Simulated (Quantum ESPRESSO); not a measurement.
# BAs (F-43m): the LO frequency by hand

Wanted: the LO mode of BAs (F-43m) from the TO mode and the field response.

Calculated with Quantum ESPRESSO 7.5; DFT LDA, scalar-relativistic, plane waves, PseudoDojo norm-conserving pseudopotentials.

**1. Set-up**

It takes space group F-43m (No. 216, cubic). The conventional cell has a = 4.732 Å, b = 4.732 Å, c = 4.732 Å, α = 90.00°, β = 90.00°, γ = 90.00°. Nearest to B lie 4 As at 2.05 Å. Nearest to As lie 4 B at 2.05 Å. Farther neighbours are not listed.

This is the cell after its relaxation at this level of theory, not the database cell from which that began.

**2. What the response run gave**

A linear-response run on the relaxed cell, with the response to an electric field; only its zone-centre results are used. Cutoff 88 Ry, k mesh 12×12×12.

What it wrote:

```text
[banners, grids, parts of the stress and lines that vanish by symmetry left out]
Program PHONON v.7.5
     Reading xml data from directory:

[...]
Exchange-correlation= PW
                           (   1   4   0   0   0   0   0)
[...]
kinetic-energy cut-off    =      88.0000  Ry
     charge density cut-off    =     352.0000  Ry
     convergence threshold     =      1.0E-18
[...]
Exchange-correlation= PW
                           (   1   4   0   0   0   0   0)
[...]
q = (   0.0000000   0.0000000   0.0000000 )
     25 Sym.Ops. (with q -> -q+G )
     G cutoff =  356.4677  (  19891 G-vectors)     FFT grid: ( 40, 40, 40)
     number of k points=    72
[...]
Mode symmetry, T_d (-43m)  point group:
[...]
Dielectric constant
[...]
End of electric fields calculation
          Dielectric constant in cartesian axis
          (       9.634004381      -0.000000000       0.000000000 )
          (       0.000000000       9.634004381      -0.000000000 )
          (      -0.000000000      -0.000000000       9.634004381 )
          Effective charges (d Force / dE) in cartesian axis without acoustic sum rule applied (asr)
           atom    1  B     Mean Z*:       -0.54086
      Ex  (       -0.54086       -0.00000       -0.00000 )
      Ey  (       -0.00000       -0.54086       -0.00000 )
      Ez  (        0.00000        0.00000       -0.54086 )
           atom    2  As    Mean Z*:        0.53610
      Ex  (        0.53610        0.00000        0.00000 )
      Ey  (        0.00000        0.53610        0.00000 )
      Ez  (       -0.00000        0.00000        0.53610 )
          Effective charges Sum: Mean:       -0.00476
[...]
Effective charges (d Force / dE) in cartesian axis with asr applied:
           atom    1  B     Mean Z*:       -0.53848
[...]
atom    2  As    Mean Z*:        0.53848
[...]
Representation #   1 modes #   1   2   3
[...]
End of self-consistent calculation
     Convergence has been achieved
     Representation #   2 modes #   4   5   6
[...]
End of self-consistent calculation
     Convergence has been achieved
[...]
Dielectric constant in cartesian axis
          (       9.634004381      -0.000000000       0.000000000 )
          (       0.000000000       9.634004381      -0.000000000 )
          (      -0.000000000      -0.000000000       9.634004381 )
          Effective charges (d Force / dE) in cartesian axis without acoustic sum rule applied (asr)
           atom    1  B     Mean Z*:       -0.54086
      Ex  (       -0.54086       -0.00000       -0.00000 )
      Ey  (       -0.00000       -0.54086       -0.00000 )
      Ez  (        0.00000        0.00000       -0.54086 )
           atom    2  As    Mean Z*:        0.53610
      Ex  (        0.53610        0.00000        0.00000 )
      Ey  (        0.00000        0.53610        0.00000 )
      Ez  (       -0.00000        0.00000        0.53610 )
          Effective charges Sum: Mean:       -0.00476
[...]
Effective charges (d Force / dE) in cartesian axis with asr applied:
           atom    1  B     Mean Z*:       -0.53848
[...]
atom    2  As    Mean Z*:        0.53848
[...]
q = (    0.000000000   0.000000000   0.000000000 )
[...]
freq (    1) =       0.099910 [THz] =       3.332656 [cm-1]
     freq (    2) =       0.099910 [THz] =       3.332656 [cm-1]
     freq (    3) =       0.099910 [THz] =       3.332656 [cm-1]
     freq (    4) =      21.003257 [THz] =     700.593258 [cm-1]
     freq (    5) =      21.003257 [THz] =     700.593258 [cm-1]
     freq (    6) =      21.003257 [THz] =     700.593258 [cm-1]
[...]
Mode symmetry, T_d (-43m)  point group:
     freq (   1-   3) =          3.3  [cm-1]   --> T_2  G_15 P_4   I+R
     freq (   4-   6) =        700.6  [cm-1]   --> T_2  G_15 P_4   I+R

   JOB DONE.
```

| quantity | value |
| --- | --- |
| cell volume Ω (Å³) | 26.488 |
| mass of B (u) | 10.810 |
| mass of As (u) | 74.922 |
| Born charge of B, raw (e) | -0.541 |
| Born charge of As, raw (e) | 0.536 |
| ε∞ | 9.634 |
| ω(TO) after the sum rule (cm⁻¹) | 700.6 |

**3. The calculation**

The charges must sum to zero over the cell; taking off their mean, -0.002 e, leaves Z* = -0.538 e on B. In the polar mode B moves against As, so the reduced mass is μ = 10.81 × 74.92 / 85.73 = 9.447 u.

A longitudinal wave builds up a field that adds to the restoring force: ω(LO)² = ω(TO)² + 4π Z*² / (μ Ω ε∞), in Hartree atomic units. With μ = 17221 electron masses and Ω = 178.75 bohr³ the second term is 1.2288e-07 Ha², or 5919 cm⁻² (1 Ha = 219474.6 cm⁻¹).

So ω(LO) = √(490812 + 5919) = 704.8 cm⁻¹, and by the Lyddane-Sachs-Teller relation ε₀ = ε∞ (ω(LO)/ω(TO))² = 9.75.

**4. Check against the program**

The analysis program adds the same non-analytic term to the full matrix, here for q along (1 0 0).

What it wrote:

```text
[banner, memory and clock lines left out]
Program DYNMAT v.7.5

     Reading Dynamical Matrix from file g.dyn
     ...Force constants read
     ...epsilon and Z* read

     Polarizability (A^3 units)
     multiply by 0.257865 for Clausius-Mossotti correction
        18.198967    0.000000   -0.000000
        -0.000000   18.198967   -0.000000
         0.000000   -0.000000   18.198967

     IR activities are in (D/A)^2/amu units

# mode   [cm-1]    [THz]      IR
    1     -0.00   -0.0000    0.0000
    2     -0.00   -0.0000    0.0000
    3      0.00    0.0000    0.0000
    4    700.58   21.0028    0.7081
    5    700.58   21.0028    0.7081
    6    704.79   21.1291    0.7081
```

ε₀ comes from the program's run without a direction of q.

| quantity | by hand | program |
| --- | --- | --- |
| ω(LO) (cm⁻¹) | 704.8 | 704.8 |
| ε₀ | 9.75 | 9.75 |

**5. Results**

* TO mode: 700.6 cm⁻¹
* LO mode: 704.8 cm⁻¹
* static dielectric constant: 9.750

In words: The LO mode of BAs (F-43m) lies at 705 cm⁻¹, 4 cm⁻¹ above the TO mode; the formula meets the program within 0.1 cm⁻¹, as it must for a cubic crystal with one polar mode. ω(LO)² − ω(TO)² goes with Z*²/ε∞: an error of 5 % in ε∞ would move the LO mode by 0.2 cm⁻¹, and semilocal functionals tend to overestimate ε∞. These are harmonic values at zero temperature, at the volume of this functional, for the structure held cubic; stability elsewhere in the zone is no part of this calculation.

[Host names and launcher messages were left out of these logs when they were recorded.]

[Logs are printed without paths, hosts, clocks, repeated set-up lines and the standing remarks that a program may print on its own settings, such as how far it seeks lower states.]

[Hosts, paths, dates, database ids (printed as entryN), source tags and the programs' standing remarks are cut or masked in the printed files.]
